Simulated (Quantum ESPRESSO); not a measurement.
**MgS (F-43m): third-order response**

Which lines does MgS (F-43m) show in Raman and infrared spectra?

Main program and level: Quantum ESPRESSO 8.0 development, patched; DFT LDA, scalar-relativistic, plane waves, PseudoDojo norm-conserving pseudopotentials.

This is a report of a sequence of runs, with most program output left out.

## Step 1: The starting structure

The structure is cubic, space group F-43m (No. 216). Conventional cell: a = 5.666 Å, b = 5.666 Å, c = 5.666 Å, α = 90.00°, β = 90.00°, γ = 90.00°. Nearest to Mg lie 4 S at 2.45 Å. S has 4 Mg at 2.45 Å nearest. Farther neighbours and most contacts between anions are not listed.

## Step 2: A first look

Before anything dear is run, a loose run with smearing shows whether this is a metal and how far the cell is from rest.

File probe.in:

```
&control
   calculation = 'scf'
   prefix = 'x'
   outdir = './tmp'
   pseudo_dir = './pseudo'
   tprnfor = .true.
   tstress = .true.
   verbosity = 'high'
/
&system
   ibrav = 2
   celldm(1) = 10.70764195
   nat = 2
   ntyp = 2
   ecutwfc = 84.0
   occupations = 'smearing'
   smearing = 'gaussian'
   degauss = 0.01
/
&electrons
   conv_thr = 1.0d-07
   mixing_beta = 0.7
   electron_maxstep = 100
/
ATOMIC_SPECIES
 Mg     24.3050  Mg.upf
 S      32.0600  S.upf
ATOMIC_POSITIONS crystal
 Mg     0.000000000   0.000000000   0.000000000
 S      0.750000000   0.750000000   0.750000000
K_POINTS automatic
 6 6 6 0 0 0
```

Started as:

```sh
OMP_NUM_THREADS=1 mpirun -n 4 pw.x -nk 4 -in probe.in > probe.out
```

It took 3.7 s on 4 MPI ranks of Arm Neoverse V1, shared host; 15 s of CPU time.

Numbers from this step:

| Item | Value |
| --- | --- |
| volume per atom | 22.74 Å³ |
| pressure | -2.128 GPa |
| gap on the k-mesh | 3.165 eV |

A gap of 3.2 eV opens on this mesh, so the crystal is taken as an insulator; the start stands at -2.1 GPa.

## Step 3: Relaxation

The relaxation runs at a cutoff a fifth above that of the response, since stress converges more slowly with the basis than frequencies do. Forces and stress are brought to rest with tight thresholds.

File relax.in:

```
&control
   calculation = 'vc-relax'
   prefix = 'x'
   outdir = './tmp'
   pseudo_dir = './pseudo'
   tprnfor = .true.
   tstress = .true.
   forc_conv_thr = 2.0d-05
   etot_conv_thr = 1.0d-07
   nstep = 40
/
&system
   ibrav = 2
   celldm(1) = 10.70764195
   nat = 2
   ntyp = 2
   ecutwfc = 101
   occupations = 'fixed'
   nbnd = 10
/
&electrons
   conv_thr = 1.0d-11
   mixing_beta = 0.7
   electron_maxstep = 100
/
&ions
/
&cell
   press_conv_thr = 0.2
/
ATOMIC_SPECIES
 Mg     24.3050  Mg.upf
 S      32.0600  S.upf
ATOMIC_POSITIONS crystal
 Mg     0.000000000   0.000000000   0.000000000
 S      0.750000000   0.750000000   0.750000000
K_POINTS automatic
 6 6 6 0 0 0
```

Started as:

```sh
OMP_NUM_THREADS=1 mpirun -n 4 pw.x -nk 4 -in relax.in > relax.out
```

Elapsed: 23 s, on 4 MPI ranks; 93 s of CPU time.

The steps of the relaxation:

```csv
step,energy less that of the first step (eV),largest force (eV/Å),pressure (GPa),volume (Å³)
1,0.0000,0.0000,-2.12,45.48
2,-0.0056,0.0000,-1.53,44.99
3,-0.0105,0.0000,-0.60,44.26
4,-0.0113,0.0000,0.03,43.80
5,-0.0113,0.0000,0.00,43.82
6,-0.0113,0.0000,0.00,43.82
7,-0.0113,0.0000,0.00,43.82
```

```csv
"conventional cell, symmetrised",before,after,change
a (Å),5.666,5.596,-1.2 %
b (Å),5.666,5.596,-1.2 %
c (Å),5.666,5.596,-1.2 %
volume (Å³/atom),22.74,21.91,-3.6 %
```

Final coordinates:

```
CELL_PARAMETERS angstrom
-2.79824 0.00000 2.79824
0.00000 2.79824 2.79824
-2.79824 2.79824 0.00000
ATOMIC_POSITIONS crystal
Mg 0.00000 0.00000 0.00000
S 0.75000 0.75000 0.75000
```

The last row of the table of steps is pw.x's closing run on a basis chosen anew for the final cell, so its energy can jump.

Read from the output:

| Quantity | Value |
| --- | --- |
| volume per atom | 21.91 Å³ |
| pressure | -0.002 GPa |
| gap on the k-mesh | 3.351 eV |

The volume changes by -3.6 % from the cell with which this run began.

## Step 4: Self-consistent run for the response

The response is built on this ground state, so it is converged far tighter than an energy would need. With a gap, occupations are fixed, which also allows the response to an electric field.

File scf.in:

```
&control
   calculation = 'scf'
   prefix = 'x'
   outdir = './tmp'
   pseudo_dir = './pseudo'
   tprnfor = .true.
   tstress = .true.
/
&system
   ibrav = 2
   celldm(1) = 10.57582362
   nat = 2
   ntyp = 2
   ecutwfc = 84.0
   occupations = 'fixed'
   nbnd = 10
/
&electrons
   conv_thr = 1.0d-12
   mixing_beta = 0.7
   electron_maxstep = 100
/
ATOMIC_SPECIES
 Mg     24.3050  Mg.upf
 S      32.0600  S.upf
ATOMIC_POSITIONS crystal
 Mg     0.000000000   0.000000000   0.000000000
 S      0.750000000   0.750000000   0.750000000
K_POINTS automatic
 8 8 8 0 0 0
```

Started as:

```sh
OMP_NUM_THREADS=1 mpirun -n 4 pw.x -nk 4 -in scf.in > scf.out
```

Wall time 7.4 s (4 MPI ranks).

Numbers from this step:

```
pressure : -0.018 GPa
```

The cell stands at -0.018 GPa, close enough for phonons.

## Step 5: Zone-centre response

At q = 0 one unit cell holds all displacements; symmetry groups them into irreducible representations that are solved one by one. The response to a field gives ε∞ and the Born charges, which polar modes need. Third-order response adds the Raman tensors.

File ph.in:

```
phonons
&inputph
   prefix = 'x'
   outdir = './tmp'
   fildyn = 'g.dyn'
   tr2_ph = 1.0d-18
   epsil = .true.
   lraman = .true.
   elop = .true.
/
0.000000000000 0.000000000000 0.000000000000
```

Started as:

```sh
OMP_NUM_THREADS=1 mpirun -n 4 ph.x -nk 4 -in ph.in > ph.out
```

The job ended after 7.2 min (4 MPI ranks).

This step gave:

```
miss of the charge sum rule                                       : 0.001780 e
largest acoustic frequency at the zone centre before the sum rule : 3.89 cm⁻¹
highest optical zone-centre mode (no LO-TO term)                  : 343.3 cm⁻¹
lowest optical zone-centre mode                                   : 343.3 cm⁻¹
mean high-frequency dielectric constant                           : 4.209
largest Born charge in size (third of the trace)                  : 1.876 e
```

Born charge (rows field, columns displacement), before the sum rule (e), principal values of the symmetric part by kind of site:

```csv
atom,atoms with these values,low,middle,high,mean
Mg1,1,1.87,1.87,1.87,1.87
S2,1,-1.88,-1.88,-1.88,-1.88
```

In full for Mg1:

```
1.87 0.00 0.00
0.00 1.87 0.00
0.00 0.00 1.87
```

High-frequency dielectric tensor:

```
4.21 0.00 0.00
0.00 4.21 0.00
0.00 0.00 4.21
```

The acoustic modes at Γ come out as far as 3.9 cm⁻¹ from zero, where they should vanish, a small numerical error; the Born charges miss their sum rule by 0.0018 e, which is good.

## Step 6: Modes with the sum rule

A rigid shift of the crystal must cost nothing, but grids and finite bases break this; the acoustic sum rule is imposed before the matrix is diagonalised again. With Born charges the intensities follow, and the static dielectric tensor.

File dynmat.in:

```
&input
   fildyn = 'g.dyn'
   asr = 'simple'
   fileig = 'dynmat.eig'
   lperm = .true.
/
```

Started as:

```sh
dynmat.x -in dynmat.in > dynmat.out
```

Wall time 0.45 s (1 thread).

Numbers from this step:

```yaml
mean_static_dielectric_constant: 6.633
```

Unit eigenvectors of the mass-weighted matrix after the sum rule; no LO-TO term. Modes at Γ, with each element's share of the kinetic energy:

```csv
mode,frequency (cm⁻¹),symmetry,Mg %,S %
1,0.0,acoustic,43,57
2,0.0,acoustic,43,57
3,0.0,acoustic,43,57
4,343.3,T2,57,43
5,343.3,T2,57,43
6,343.3,T2,57,43
```

Displacements in mode 5 (343.3 cm⁻¹), the largest set to 1:
```
Mg1  0.00  0.00  1.00
S2   0.00  0.00 -0.76
```

Degenerate modes summed, no LO-TO term. Lines of the infrared spectrum (strongest = 100):

```csv
position (cm⁻¹),lines merged,label,"IR intensity, relative"
343,3,T2,100
```

Degenerate modes summed. Raman lines, with heights relative to the strongest:

```csv
position (cm⁻¹),lines merged,label,"Raman activity, relative"
343,3,T2,100
```

Static dielectric tensor (ions relaxed, fixed cell):

```
6.63 0.00 0.00
0.00 6.63 0.00
0.00 0.00 6.63
```

The rule moves no optical mode by more than 0.1 cm⁻¹.

## Step 7: Sum rules set otherwise: a sum rule for molecules or wires on a crystal

This rule also removes rotations, which suits molecules and not a crystal; it is tried to see the harm.

File dynmat.in:

```
&input
   fildyn = 'g.dyn'
   asr = 'zero-dim'
   fileig = 'dynmat.eig'
   lperm = .true.
/
```

Started as:

```sh
dynmat.x -in dynmat.in > dynmat.out
```

It took 0.44 s on 1 thread.

The program raised no error, yet the settings are not those of a careful run.

The fault: a sum rule for molecules or wires on a crystal; 2 optical modes are projected out to zero frequency, as if they were rotations, and the static dielectric tensor is spoilt.

For a crystal the rule has to be 'simple' or 'crystal'.

Zone-centre frequencies as printed; negative means imaginary. Modes:

```csv
mode,frequency (cm⁻¹)
1,0
2,0
3,0
4,0
5,0
6,343.3
```

## Step 8: The LO-TO splitting (1 0 0)

A longitudinal polar mode sets up a macroscopic field that stiffens it; the term hangs on the direction from which q goes to zero.

File dynmat.in:

```
&input
   fildyn = 'g.dyn'
   asr = 'simple'
   fileig = 'dynmat.eig'
   q(1) = 1.0
   q(2) = 0.0
   q(3) = 0.0
/
```

Started as:

```sh
dynmat.x -in dynmat.in > dynmat.out
```

Run time: 0.44 s. Hardware: 1 thread.

Read from the output:

- highest mode moved by the LO-TO term: 430.9 cm⁻¹

Zone-centre frequencies as printed; negative means imaginary. Modes:

```csv
mode,frequency (cm⁻¹)
1,0
2,0
3,0
4,343.3
5,343.3
6,430.9
```

The field moves one mode, from 343 to 431 cm⁻¹; the others stay.

## Step 9: Outcome

```
space group after relaxation                                           : F-43m
volume per atom                                                        : 21.9 Å³
gap on the k-mesh                                                      : 3.35 eV
highest optical zone-centre mode (no LO-TO term)                       : 343.3 cm⁻¹
highest mode moved by the LO-TO term                                   : 430.9 cm⁻¹
mean high-frequency dielectric constant                                : 4.21
largest Born charge in size (third of the trace)                       : 1.88 e
mean static dielectric constant                                        : 6.63
imaginary optical modes at the zone centre (no q mesh in this session) : none
```

The largest Raman activity of MgS (F-43m) lies at 343 cm⁻¹ and the strongest infrared line at 343 cm⁻¹ (transverse modes). At the LDA level the optical modes of MgS (F-43m) at the zone centre (no LO-TO term) lie at 343 cm⁻¹. Along the directions run, the highest mode that the macroscopic field moves lies at 431 cm⁻¹. Lattice motion raises the mean dielectric constant from 4.209 to 6.633. The Born charge of Mg is 1.874 e against a formal charge of +2, close to the ionic value. The Lyddane-Sachs-Teller relation holds: (ωLO/ωTO)² is 1.58 and ε₀/ε∞ is 1.58. These are harmonic frequencies at zero temperature: anharmonic shifts and linewidths and thermal expansion are left out. The build is a development version in which the Raman tensors of release 7.5 are mended; dynmat.x leaves out the electro-optic term of LO lines. The structure comes from a database and need not be the phase that is stable at ambient conditions.

[Host names and launcher messages were left out of these logs when they were recorded.]

[Logs are printed without paths, hosts, clocks, repeated set-up lines and the standing remarks that a program may print on its own settings, such as how far it seeks lower states.]

[Hosts, paths, dates, database ids (printed as entryN), source tags and the programs' standing remarks are cut or masked in the printed files.]
